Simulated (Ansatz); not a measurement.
# Li on Cu(100): change of the work function, part 2 of 2

Wanted: Δφ(θ) for Li/Cu(100), starting from the hollow site.

Ansatz 0.2.0; plane-wave DFT, PBE, Ansatz PAW.

So far, work function, upper face (eV): step 2 (the clean slab) 4.57; step 3 (17 atoms, coverage 0.25 ML, cell 2x2) 2.38; step 4 (18 atoms, coverage 0.5 ML, cell 2x2) 2.45; step 5 (5 atoms, coverage 1 ML, cell 1x1) 3.54.

## (7) The slab at 0.25 ML, atoms frozen

This step: plane-wave DFT, PBE, Ansatz PAW (Ansatz 0.2.0).

System of this step: Li/Cu(100). The cell holds 17 atoms: 16 Cu and 1 Li. Its edges and angles: a = 5.105 Å, b = 5.105 Å, c = 25.466 Å, α = 90.0°, β = 90.0°, γ = 90.0°. Vacuum lies along c.

To see where the charge goes, the covered slab, the bare substrate and the adsorbate layer are each run at the same frozen positions and on the same grid.

The input, input.yaml:

```yaml
crystal:
  lattice:
    - [5.1053109602, 0.0, 0.0]
    - [0.0, 5.1053109602, 0.0]
    - [0.0, 0.0, 25.4661087593]
  atoms:
    - { symbol: Cu, position: [0.25, 0.25, 0.3534108837] }
    - { symbol: Cu, position: [0.0, 0.0, 0.4242893998] }
    - { symbol: Cu, position: [0.25, 0.25, 0.4963419079] }
    - { symbol: Cu, position: [-0.0013814203, -0.0013814203, 0.5668490948] }
    - { symbol: Cu, position: [0.25, 0.75, 0.3534108837] }
    - { symbol: Cu, position: [0.0, 0.5, 0.4242893998] }
    - { symbol: Cu, position: [0.25, 0.75, 0.4961762635] }
    - { symbol: Cu, position: [-0.0013814203, 0.5013814203, 0.5668490948] }
    - { symbol: Cu, position: [0.75, 0.25, 0.3534108837] }
    - { symbol: Cu, position: [0.5, 0.0, 0.4242893998] }
    - { symbol: Cu, position: [0.75, 0.25, 0.4961762635] }
    - { symbol: Cu, position: [0.5013814203, -0.0013814203, 0.5668490948] }
    - { symbol: Cu, position: [0.75, 0.75, 0.3534108837] }
    - { symbol: Cu, position: [0.5, 0.5, 0.4242893998] }
    - { symbol: Cu, position: [0.75, 0.75, 0.4959485217] }
    - { symbol: Cu, position: [0.5013814203, 0.5013814203, 0.5668490948] }
    - { symbol: Li, position: [0.25, 0.25, 0.639322075] }
kpoints:
  mp_grid: { grid: [6, 6, 1] }
hamiltonian:
  xc: pbe
scf:
  occupations: { method: fermi_dirac, width: 0.1 }
  convergence: { dr2_threshold: 1.0e-08 }
efield:
  axis: 3
  dipole_correction: true
  ramp_position: 0.97
  ramp_width: 0.06
output:
  write_potential: true
  write_density: true
  volumetric_format: npy
```

On the command line:

```console
$ ansatz run input.yaml --threads 4 --pin off --max-ram 12288MiB --backend cpu --events-out ev --progress --plain --runs-dir out
```

Wall time 65 s (4 threads of Intel Xeon Platinum 8259CL at 2.50GHz (Skylake/Cascade Lake), shared host); peak memory 3 GiB.

Numbers from this step:

```
energy at zero smearing        : -106203.1064 eV
work function, upper face      : 2.377 eV
work function, lower face      : 4.547 eV
dipole along the normal        : 0.3126 e·Å
step between the vacuum levels : -2.170 eV
```

The work function of the upper face is 2.38 eV.

## (8) The substrate of the 0.25 ML cell alone

System of this step: Li/Cu(100), substrate alone, atoms held. The cell holds 16 atoms: 16 Cu. Its edges and angles: a = 5.105 Å, b = 5.105 Å, c = 25.466 Å, α = 90.0°, β = 90.0°, γ = 90.0°. Vacuum lies along c.

The second part, atoms unmoved.

input.yaml, as its differences from that of step 7:

```diff
@@ -22,3 +22,2 @@
     - { symbol: Cu, position: [0.5013814203, 0.5013814203, 0.5668490948] }
-    - { symbol: Li, position: [0.25, 0.25, 0.639322075] }
 kpoints:
```

The job ended after 56 s (4 threads; peak memory 2.9 GiB).

This step gave:

```
energy at zero smearing   : -105997.8847 eV
work function, upper face : 4.581 eV
dipole along the normal   : 2.50e-4 e·Å
```

The work function of the upper face is 4.58 eV.

## (9) The adsorbate layer of the 0.25 ML cell alone

System of this step: Li/Cu(100), adsorbate layer alone, atoms held. The cell holds 1 atom: 1 Li. Cell: a = 5.105 Å, b = 5.105 Å, c = 25.466 Å, α = 90.0°, β = 90.0°, γ = 90.0°. Vacuum lies along c.

The third part; a free layer of atoms may carry a moment, so spin is on.

input.yaml, the sections that differ from step 8:

```yaml
crystal:
  lattice:
    - [5.1053109602, 0.0, 0.0]
    - [0.0, 5.1053109602, 0.0]
    - [0.0, 0.0, 25.4661087593]
  atoms:
    - { symbol: Li, position: [0.25, 0.25, 0.639322075], spin: 1.0 }
magnetization:
  spin_polarized: true
# kpoints, hamiltonian, scf, efield, output: as in step 8
```

Elapsed: 8.4 s, on 4 threads; peak memory 0.78 GiB; 30 s of CPU time.

This step gave:

```yaml
energy_at_zero_smearing: -203.2670 eV
work_function_upper_face: 3.070 eV
dipole_along_the_normal: 1.58e-6 e·Å
```

At this spacing and smearing the free layer keeps no moment.

## (10) Density difference at 0.25 ML

This step: plane-wave DFT, PBE, Ansatz PAW; density difference on adsorption (Ansatz 0.2.0).

The densities of the parts are taken from that of the whole and averaged over planes; the first moment of what is left gives the step in the potential.

Numbers from this step:

```
largest charge moved                 : 0.008440 e/Å²
potential step from the moved charge : -2.169 eV
```

Planar mean, whole system less its parts. The electron density difference by z:

z (Å), electron density difference (e/Å³) and a bar from the least value:
```
        4     0.0000 ##############
        5     0.0000 ##############
        6     0.0000 ##############
        7     0.0000 #############
        8     0.0000 #############
        9     0.0001 ##############
       10    -0.0001 #############
       11     0.0001 ##############
       12    -0.0002 #############
       13     0.0006 ###############
       14    -0.0040 ###
       15     0.0058 #############################
       16     0.0060 ##############################
       17    -0.0049 
       18    -0.0032 #####
       19    -0.0008 ###########
       20    -0.0001 #############
       21     0.0000 #############
       22     0.0000 ##############
       23     0.0000 ##############
```

Planar mean, whole system less its parts. Electrons moved below z against z:

z (Å), electrons moved below z (e/Å²) and a bar from the least value:
```
        4    0.00000 #########
        5    0.00000 #########
        6   -0.00001 #########
        7   -0.00003 #########
        8   -0.00007 #########
        9    0.00001 #########
       10   -0.00001 #########
       11    0.00008 #########
       12   -0.00013 #########
       13    0.00001 #########
       14   -0.00163 #####
       15   -0.00337 
       16    0.00759 ##############################
       17    0.00657 ###########################
       18    0.00205 ###############
       19    0.00041 ##########
       20    0.00007 #########
       21    0.00001 #########
       22    0.00000 #########
       23    0.00000 #########
```

## (11) The same run with other settings

This step: plane-wave DFT, PBE, Ansatz PAW (Ansatz 0.2.0).

System of this step: Li/Cu(100). The cell holds 5 atoms: 4 Cu and 1 Li. Cell: a = 2.553 Å, b = 2.553 Å, c = 25.466 Å, α = 90.0°, β = 90.0°, γ = 90.0°. Vacuum lies along c.

A run with a changed input: it repeats the earlier run at 1 ML with scf.occupations.method from fermi_dirac to methfessel_paxton, scf.occupations.width from 0.1 to 0.05 and scf.convergence.dr2_threshold from 1e-08 to 1e-11.

The input, input.yaml:

```yaml
crystal:
  lattice:
    - [2.5526554801, 0.0, 0.0]
    - [0.0, 2.5526554801, 0.0]
    - [0.0, 0.0, 25.4661087593]
  atoms:
    - { symbol: Cu, position: [0.5, 0.5, 0.3534108837] }
    - { symbol: Cu, position: [0.0, 0.0, 0.4242893998] }
    - { symbol: Cu, position: [0.5, 0.5, 0.4963981726] }
    - { symbol: Cu, position: [0.0, 0.0, 0.5661630324] }
    - { symbol: Li, position: [0.5, 0.5, 0.6465891163] }
kpoints:
  mp_grid: { grid: [12, 12, 1] }
hamiltonian:
  xc: pbe
scf:
  occupations: { method: methfessel_paxton, width: 0.05 }
  convergence: { dr2_threshold: 1.0e-11 }
efield:
  axis: 3
  dipole_correction: true
  ramp_position: 0.97
  ramp_width: 0.06
relax:
  f_tol: 0.02
  max_steps: 60
  constraints: [{ sites: [0, 1] }]
output:
  bader: true
  write_potential: true
  write_density: true
  volumetric_format: npy
```

Elapsed: 59 s, on 4 threads; peak memory 0.62 GiB; 3.7 min of CPU time.

Relaxation path:

```tsv
step	energy less that of the first step (eV)	largest force component (eV/Å)
1	0.0000	0.4772
2	-0.0280	0.1790
3	-0.0310	0.0616
4	-0.0314	0.0018
```

The run keeps the 8 symmetry operations that it works with, so distortions that break them were not tested.

The atoms that moved most (Å):

```tsv
atom	dx	dy	dz	length
Li5	0.000	0.000	-0.122	0.122
Cu4	0.000	0.000	0.056	0.056
Cu3	0.000	0.000	-0.005	0.005
```

The relaxed structure:

```xyz
5
Lattice="2.5527 0.0000 0.0000 0.0000 2.5527 0.0000 0.0000 0.0000 25.4661" Properties=species:S:1:pos:R:3
Cu    1.2763    1.2763    9.0000
Cu    0.0000    0.0000   10.8050
Cu    1.2763    1.2763   12.6363
Cu    0.0000    0.0000   14.4744
Li    1.2763    1.2763   16.3438
```

Numbers from this step:

```yaml
energy_at_zero_smearing: -26704.5109 eV
work_function_upper_face: 3.621 eV
work_function_lower_face: 4.601 eV
dipole_along_the_normal: 0.03529 e·Å
step_between_the_vacuum_levels: -0.9801 eV
```

```tsv
quantity	this run	earlier run	difference
work function, upper face (eV)	3.621	3.545	0.076
work function, lower face (eV)	4.601	4.570	0.031
dipole along the normal (e·Å)	0.03529	0.03690	-0.0016
```

What moves beyond 0.01 in its unit (for the dipole 0.5 % and 5e-5 e·Å): dipole along the normal (-0.00161 e·Å), work function, upper face (+0.0757 eV) and work function, lower face (+0.031 eV).

## (12) A changed input

System of this step: Cu(100). The cell holds 4 atoms: 4 Cu. Cell: a = 2.553 Å, b = 2.553 Å, c = 23.415 Å, α = 90.0°, β = 90.0°, γ = 90.0°. Vacuum lies along c.

An input spoilt on purpose, to show how the run answers: it repeats the earlier run at 0 ML with efield.ramp_position from 0.97 to 0.475, and scf.max_iter set to 50.

The input, input.yaml:

```yaml
crystal:
  lattice:
    - [2.5526554801, 0.0, 0.0]
    - [0.0, 2.5526554801, 0.0]
    - [0.0, 0.0, 23.415]
  atoms:
    - { symbol: Cu, position: [0.5, 0.5, 0.3843689942] }
    - { symbol: Cu, position: [0.0, 0.0, 0.4614563314] }
    - { symbol: Cu, position: [0.5, 0.5, 0.5385436686] }
    - { symbol: Cu, position: [0.0, 0.0, 0.6156310058] }
kpoints:
  mp_grid: { grid: [12, 12, 1] }
hamiltonian:
  xc: pbe
scf:
  occupations: { method: fermi_dirac, width: 0.1 }
  convergence: { dr2_threshold: 1.0e-08 }
  max_iter: 50
efield:
  axis: 3
  dipole_correction: true
  ramp_position: 0.475
  ramp_width: 0.06
relax:
  f_tol: 0.02
  max_steps: 60
  constraints: [{ sites: [0, 1] }]
output:
  write_potential: true
  write_density: true
  volumetric_format: npy
```

It took 0.34 s on 4 threads; peak memory 0.34 GiB.

The input was rejected at the start.

The program's message: “Error: efield: ion 2 (Cu) at fractional coordinate 0.5385 along the field axis lies inside the sawtooth ramp with 2 of the planes that the density is read on at each end, [0.4625, 0.5475] — the ramp m …”

The fault put into the input: the ramp among the atoms.

## (13) Summary of results

```
work function of the clean face                                                           : 4.57 eV
work function at 0.25 ML                                                                  : 2.38 eV
work function at 0.5 ML                                                                   : 2.45 eV
work function at 1 ML                                                                     : 3.54 eV
dipole per adsorbate at 0.25 ML, positive end outwards                                    : 1.49 D
step of the potential from the moved charge at 0.25 ML, upper less lower side, atoms held : -2.17 eV
```

Li lowers the work function of Cu(100) at the lowest coverage, by 2.19 eV: the adsorbate layer has its positive end outwards. The dipole per adsorbate falls from 1.49 to 0.17 D as the layer fills. Neighbouring dipoles depolarise each other, and heights and bonding change with coverage too. The slab has 4 layers, at the tabulated experimental lattice constant, one starting site was run, and quantum-size effects of a slab this thin can reach one or two tenths of an eV.

[Logs are printed without paths, hosts, clocks, repeated set-up lines and the standing remarks that a program may print on its own settings, such as how far it seeks lower states.]

[Hosts, paths, dates, database ids (printed as entryN), source tags and the programs' standing remarks are cut or masked in the printed files.]

[Maps of the electrostatic potential energy from Ansatz leave out the sawtooth potential of an applied field or a dipole correction, so their vacuum need not be flat; planar profiles and work functions include it.]
